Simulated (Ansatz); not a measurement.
# Screened interactions in Rb2ThF6 (P-62m)

How strongly is the local Coulomb interaction screened in Rb2ThF6 (P-62m)?

Method: non-magnetic LDA, then constrained RPA, plane waves, PAW, in Ansatz 0.2.0.

## 1. Starting point

The structure is hexagonal, space group P-62m (No. 189). Conventional cell: a = 6.850 Å, b = 6.850 Å, c = 3.830 Å, α = 90.00°, β = 90.00°, γ = 120.00°. Nearest to Rb lie 9 F at 2.75 to 2.91 Å. Nearest to Th lie 9 F at 2.44 to 2.47 Å. Nearest to F lie 2 Th at 2.44 Å and 2 Rb at 2.75 Å. Nearest to F lie 1 Th at 2.47 Å and 4 Rb at 2.91 Å. Farther neighbours and most contacts between anions are not listed.

The cell and positions come from the Crystallography Open Database and are kept as given unless a step says otherwise. The program's search for lower electronic states was switched off, so nothing shows that the state found is the lowest. Spin-orbit coupling is left out unless a step names it. The default PAW set here is soft_2. Its files were made with PBE.

## 2. LDA bands and orbital weights

This step: DFT, LDA, plane waves, PAW.

input.yaml reads:

```yaml
crystal:
  lattice:
    - [6.85, 0.0, 0.0]
    - [-3.425, 5.93227402, 0.0]
    - [0.0, 0.0, 3.83]
  atoms:
    - { symbol: Rb, position: [0.3333333333, 0.6666666667, 0.5] }
    - { symbol: Rb, position: [0.6666666667, 0.3333333333, 0.5] }
    - { symbol: Th, position: [0.0, 0.0, 0.0] }
    - { symbol: F, position: [0.22, 0.0, 0.5] }
    - { symbol: F, position: [0.78, 0.78, 0.5] }
    - { symbol: F, position: [0.0, 0.22, 0.5] }
    - { symbol: F, position: [0.64, 0.0, 0.0] }
    - { symbol: F, position: [0.36, 0.36, 0.0] }
    - { symbol: F, position: [0.0, 0.64, 0.0] }
kpoints:
  mp_grid: { grid: [6, 6, 8] }
  band_path:
    path:
      - [[0.0, 0.0, 0.0], [0.5, 0.0, 0.0], [0.33333333, 0.33333333, 0.0], [0.0, 0.0, 0.0], [0.0, 0.0, 0.5], [0.5, 0.0, 0.5], [0.33333333, 0.33333333, 0.5], [0.0, 0.0, 0.5]]
      - [[0.5, 0.0, 0.5], [0.5, 0.0, 0.0]]
      - [[0.33333333, 0.33333333, 0.5], [0.33333333, 0.33333333, 0.0]]
    npoints: 10
hamiltonian:
  xc: lda
scf:
  occupations: { method: gaussian, width: 0.08 }
  n_extra_bands: 21
  max_iter: 150
  lower_state_search: "off"
output:
  eigenvalues: true
  fatbands: true
  write_density: true
  write_potential: true
  elf: true
  volumetric_format: npy
```

On the command line:

```
ansatz run input.yaml --threads 8 --pin off --max-ram 18432MiB --backend cpu --events-out ev --progress --plain --runs-dir out
```

Numbers of over 12 decimals in the logs are rounded to 6 here.

Output:

```text
Th: projections on atomic orbitals take those of the free atom [Xe 4f14 5d10] 5f0 6s2 6p6 6d2 7s2, of charge +0.00 (hamiltonian.pseudopotentials.projection_atoms); the dataset's partial waves leave at most 9.8e-5 of an orbital's norm unspanned inside its sphere
scf.n_extra_bands = 21 over 36 filled bands (N_el = 72.0): the run solves 57 bands
Engine: ansatz 0.2.0, aarch64-unknown-linux-gnu
Pseudopotentials: kind: paw
Pseudopotential: Rb, paw, valence charge 9, recommended cutoff 420 eV (normal), Rb.paw.azcp
Pseudopotential: Th, paw, valence charge 12, recommended cutoff 420 eV (normal), Th.paw.azcp
Pseudopotential: F, paw, valence charge 7, recommended cutoff 420 eV (normal), F.paw.azcp
Functional definition: SPW92
  exchange = slater_x
  correlation = pw_c
Crystal: 9 atoms, lattice volume = 155.636 Å³
Basis set: ecut = 420 eV, 3025 PW (Γ)
Bands: 57, of which v1, the nominal top of the filled ones, is band 36 counted from 1 (35 counted from 0)
Symmetry: 12 space group operations
Space group: P-62m (ITA 189), of the structure as read, at distance tolerance 5.4e-5 Å
k-points: 35 of 288 (time reversal used)
Non-local potential: Rb, projectors of the file, l = 0: 3, l = 1: 2, l = 2: 2
Non-local potential: Th, projectors of the file, l = 0: 3, l = 1: 2, l = 2: 2, l = 3: 3
Non-local potential: F, projectors of the file, l = 0: 2, l = 1: 2, l = 2: 1
PAW form: soft (Blöchl's): semilocal exchange-correlation on the pseudo side does not see the compensation charge
PAW frozen core: Rb, regenerated for the run's functional, and the local potential with it (the file was generated under x = pbe(κ = 0.804, μ = 0.219515), c = pbe(β = 0.066725))
PAW frozen core: Th, regenerated for the run's functional, and the local potential with it (the file was generated under x = pbe(κ = 0.804, μ = 0.219515), c = pbe(β = 0.066725))
PAW frozen core: F, regenerated for the run's functional, and the local potential with it (the file was generated under x = pbe(κ = 0.804, μ = 0.219515), c = pbe(β = 0.066725))
PAW one-centre angular grid: Rb, 110 points (default); XC on 64 Gauss nodes
PAW one-centre angular grid: Th, 590 points (default); XC on 64 Gauss nodes
PAW one-centre angular grid: F, 110 points (default); XC on 64 Gauss nodes
Initial density: superposition of atomic densities (neutral atoms: chi_scale 0, normalization atom), corrected by the library's trained network
Initial wavefunctions: pseudopotential atomic-orbital guess
Functional: x = slater, c = lda
SCF iter   1: F=—  HF=-23991.971807 eV  |F-HF|=—  |Δ(HF+E_count)|=         —  Δρ=1.81e-2  dr2=3.85e-1  ethr=1.77e-3  ⟨swp⟩=5.8  Hψ=8722  notcnv=0  defer=103
preconditioner: auto → Resta (q_TF=auto, 2.399 Å⁻¹)  ε∞=3.4  [insulator: Δε(μ)=5.287 eV  Ē_g=16.204 eV  σ=0.080 eV  W_gap=1.00  n_scr=32 (ndim 8)  ℏωp=24.9 eV  f_vac=0.084  D(μ)=0.00/eV (n_scr^D=0)  ε∞_Penn≈3.4]
SCF iter   2: F=—  HF=-23991.884896 eV  |F-HF|=—  |Δ(HF+E_count)|=   8.69e-2  Δρ=6.72e-3  dr2=3.23e-2  ethr=5.34e-4  ⟨swp⟩=2.0  Hψ=3575  notcnv=0  defer=487
SCF iter   3: F=—  HF=-23991.876776 eV  |F-HF|=—  |Δ(HF+E_count)|=   8.12e-3  Δρ=2.07e-3  dr2=4.12e-3  ethr=4.49e-5  ⟨swp⟩=2.0  Hψ=2803  notcnv=0  defer=487
SCF iter   4: F=—  HF=-23991.875988 eV  |F-HF|=—  |Δ(HF+E_count)|=   7.88e-4  Δρ=7.22e-4  dr2=5.05e-4  ethr=5.73e-6  ⟨swp⟩=2.5  Hψ=2468  notcnv=0  defer=487
SCF iter   5: F=—  HF=-23991.875878 eV  |F-HF|=—  |Δ(HF+E_count)|=   1.10e-4  Δρ=1.51e-4  dr2=2.43e-5  ethr=7.02e-7  ⟨swp⟩=2.1  Hψ=2661  notcnv=0  defer=487
SCF iter   6: F=—  HF=-23991.875896 eV  |F-HF|=—  |Δ(HF+E_count)|=   1.82e-5  Δρ=4.00e-5  dr2=2.98e-6  ethr=3.38e-8  ⟨swp⟩=2.0  Hψ=2776  notcnv=0  defer=487
SCF iter   7: F=—  HF=-23991.875896 eV  |F-HF|=—  |Δ(HF+E_count)|=   1.47e-7  Δρ=1.44e-5  dr2=4.46e-7  ethr=4.15e-9  ⟨swp⟩=2.6  Hψ=2592  notcnv=0  defer=487
SCF iter   8: F=-23991.875896 eV  HF=-23991.875896 eV  |F-HF|=3.56e-9  |Δ(HF+E_count)|=   4.38e-8  Δρ=1.78e-6  dr2=4.96e-9  ethr=1.39e-10  ⟨swp⟩=8.6  Hψ=8186  notcnv=0
SCF 1 converged in 8 iterations: F = -23991.875896 eV  dr2 = 4.96e-9
  greatest PAW one-centre occupation: 0.982 electrons in one spin orbital (limit 2), on the Th atom at site 2 (counted from 0), in its partial waves of l = 0
NSCF: frozen V_eff on 93 k-points
SCF converged after 8 iterations
Free energy (F): -23991.875896 eV
Harris-Foulkes:  -23991.875896 eV  (|F-HF|=3.56e-9)
Internal energy: -23991.875896 eV  (E = F + TS)
E sigma→0 (E₀):  -23991.875896 eV
Fermi energy:    5.901253 eV
--- Per-component energies (eV) ---
  E_band       = -372.849210
  E_kinetic    = 1838.589286
  E_local      = -5156.862784  (includes V_loc(G=0)·N_el)
  E_nonlocal   = 966.467735
  E_hartree    = 1783.000158
  E_xc         = -1114.090481
  E_vxc        = -1059.431744  (∫ρ·V_xc dr)
  E_paw        = -17859.301406  (= ΣΔE_a)
  E_vpaw       = -527.626271  (= ΣTr[D̂ρ^β])
  E_aug_tail   = 0.012229  (compensation charges beyond the density's cutoff)
  E_ewald      = -4451.153541
  E_core_change = 1.462908  (= ΣΔE_core)
  E_smearing   = -0.000000  (= −TS)
  E_closure    = -0.000000  (closes the sum)
  Σ components = -23991.875896   (vs F -23991.875896, Δ=0.00e0)
--- Band table (eV; the first three rows and the last of 35) ---
  k-point 0: bands = [... 32 lower, 2.7570, 2.8260, 2.8260, 3.0868, 8.7480, 9.0263, 9.0614, 9.0614, ... 17 higher]
  k-point 1: bands = [... 32 lower, 2.7365, 2.8673, 2.8673, 2.9693, 8.8061, 9.0127, 9.0715, 9.0715, ... 17 higher]
  k-point 2: bands = [... 32 lower, 2.7361, 2.7625, 2.9298, 2.9298, 8.8287, 8.9797, 9.0874, 9.0874, ... 17 higher]
  k-point 34: bands = [... 32 lower, 2.8326, 2.8326, 2.9897, 2.9897, 8.7420, 8.9210, 8.9750, 8.9750, ... 17 higher]
```

It took 12 s on 8 threads of Arm Neoverse V2, shared host; peak memory 1 GiB; 96 s of CPU time.

The column dr2 measures how far the density is from self-consistency, as an energy; F and HF (Harris–Foulkes) agree once it is small.

Numbers from this step:

| Quantity | Value |
| --- | --- |
| filled bands | 36 |
| gap | 5.629 eV |
| valence top at | Γ |
| conduction bottom at | A |
| least direct gap | 5.661 eV |

The gap is indirect, with the least direct gap 0.03 eV higher.

The electronic bands at the labelled points (eV, zero at the Fermi level):

```csv
point,band 33,band 34,band 35,band 36,band 37,band 38,band 39,band 40
Γ,-3.14,-3.08,-3.08,-2.81,2.85,3.13,3.16,3.16
halfway,-3.16,-3.06,-3.00,-2.87,2.88,3.13,3.16,3.16
M,-3.05,-3.05,-2.98,-2.96,2.89,3.13,3.16,3.16
halfway,-3.06,-3.06,-2.99,-2.96,2.89,3.13,3.16,3.16
K,-3.08,-3.08,-3.01,-2.95,2.88,3.13,3.16,3.16
halfway,-3.15,-3.07,-2.98,-2.89,2.88,3.13,3.16,3.16
Γ,-3.14,-3.08,-3.08,-2.81,2.85,3.13,3.16,3.16
halfway,-3.17,-3.14,-2.97,-2.97,2.93,3.08,3.19,3.19
A,-3.21,-3.10,-2.95,-2.95,2.81,3.03,3.09,3.09
halfway,-3.19,-3.06,-2.94,-2.91,2.83,3.03,3.07,3.08
L,-3.17,-3.03,-2.94,-2.88,2.84,3.02,3.07,3.07
halfway,-3.12,-3.04,-2.93,-2.89,2.84,3.02,3.07,3.07
H,-3.07,-3.07,-2.91,-2.91,2.84,3.02,3.07,3.07
halfway,-3.17,-3.06,-2.94,-2.90,2.83,3.03,3.07,3.08
A,-3.21,-3.10,-2.95,-2.95,2.81,3.03,3.09,3.09
jump to L,-3.17,-3.03,-2.94,-2.88,2.84,3.02,3.07,3.07
halfway,-3.08,-3.07,-2.97,-2.87,2.92,3.07,3.16,3.17
M,-3.05,-3.05,-2.98,-2.96,2.89,3.13,3.16,3.16
jump to H,-3.07,-3.07,-2.91,-2.91,2.84,3.02,3.07,3.07
halfway,-3.12,-3.08,-2.91,-2.91,2.92,3.07,3.16,3.18
K,-3.08,-3.08,-3.01,-2.95,2.88,3.13,3.16,3.16
```

Of the projections kept (Th 6d, Th 5f, F 2p), the largest for each band there; the rest of the weight can lie on other orbitals:

| point | band 33 | band 34 | band 35 | band 36 | band 37 | band 38 | band 39 | band 40 |
| --- | --- | --- | --- | --- | --- | --- | --- | --- |
| Γ | F 2p 0.95 | F 2p 0.96 | F 2p 0.96 | F 2p 0.97 | Th 5f 0.72 | Th 5f 0.96 | Th 5f 0.93 | Th 5f 0.93 |
| M | F 2p 0.97 | F 2p 0.95 | F 2p 0.98 | F 2p 0.97 | Th 5f 0.86 | Th 5f 0.96 | Th 5f 0.93 | Th 5f 0.93 |
| K | F 2p 0.96 | F 2p 0.96 | F 2p 0.99 | F 2p 0.98 | Th 5f 0.87 | Th 5f 0.96 | Th 5f 0.93 | Th 5f 0.93 |
| Γ | F 2p 0.95 | F 2p 0.96 | F 2p 0.96 | F 2p 0.97 | Th 5f 0.72 | Th 5f 0.96 | Th 5f 0.93 | Th 5f 0.93 |
| A | F 2p 0.97 | F 2p 0.92 | F 2p 0.97 | F 2p 0.97 | Th 5f 0.95 | Th 5f 0.97 | Th 5f 0.87 | Th 5f 0.87 |
| L | F 2p 0.97 | F 2p 0.94 | F 2p 0.97 | F 2p 0.97 | Th 5f 0.95 | Th 5f 0.97 | Th 5f 0.90 | Th 5f 0.91 |

Electrostatic potential energy in the ab plane at fractional z = 0.500, with atoms of Rb and F within 0.2 Å of it. With pseudopotentials it is smooth inside the atoms' cores, unlike the true potential.

Ten even steps from '0' (-98 eV) to '9' (11 eV), each cell a mean:
```
9975579999999999999
9987899999999999999
9999999999999986699
9999998778999855699
9999973148999655899
9999720038999768999
9998500169999999999
9998512589999999999
9998767899999999999
9999999999999888999
9999999999986347999
9999999999851017999
8899999999720038999
5689999999610279997
5699999999755799985
6899999999888999975
8999989999999999987
9998668999999999999
9986558999999999999
```
Columns run along a (6.9 Å; values clipped at the 3rd and 97th percentile), rows up along b (6.9 Å). Atoms in or near the plane, at fractional coordinates: Rb at (0.33, 0.67), Rb at (0.67, 0.33), F at (0.22, 0.00), F at (0.78, 0.78), F at (0.00, 0.22).

Valence density in the ab plane at fractional z = 0.500, with atoms of Rb and F within 0.2 Å of it. It is the smooth field of the valence electrons, not physical close to the nuclei.

Values in e/Å³, 10 rows by 16 columns, each cell a mean:
```
 0  1  3  6  2  0  0  0  0  0  0  0  0  1  0  0
 0  0  0  0  0  0  1  1  0  0  0  1  6  6  2  0
 0  0  0  0  1  2  2  1  0  0  1  4  8  4  0  0
 0  0  0  1  2  2  2  1  0  0  0  1  1  0  0  0
 0  0  0  1  1  1  0  0  0  0  0  0  0  0  0  0
 0  0  0  0  0  0  0  0  0  0  1  2  2  1  0  0
 2  1  0  0  0  0  0  0  1  2  2  2  2  0  0  0
10  4  0  0  0  0  0  0  1  2  2  1  0  0  1  6
 3  0  0  0  1  1  0  0  0  0  0  0  0  0  1  4
 0  0  2  8  7  1  0  0  0  0  0  0  0  0  0  0
```
Columns run along a (6.9 Å), rows up along b (6.9 Å). Atoms in or near the plane, at fractional coordinates: Rb at (0.33, 0.67), Rb at (0.67, 0.33), F at (0.22, 0.00), F at (0.78, 0.78), F at (0.00, 0.22).

[end of part 1 of 3]

[Paths, hosts, dates, memory and timing lines, banners, echoed tables and standing remarks are left out of the program output.]

[Logs are printed without paths, hosts, clocks, repeated set-up lines and the standing remarks that a program may print on its own settings, such as how far it seeks lower states.]

[Runs of the session that timed out or met a known fault of the program may be left out.]

[Hosts, paths, dates, database ids (printed as entryN), source tags and the programs' standing remarks are cut or masked in the printed files.]
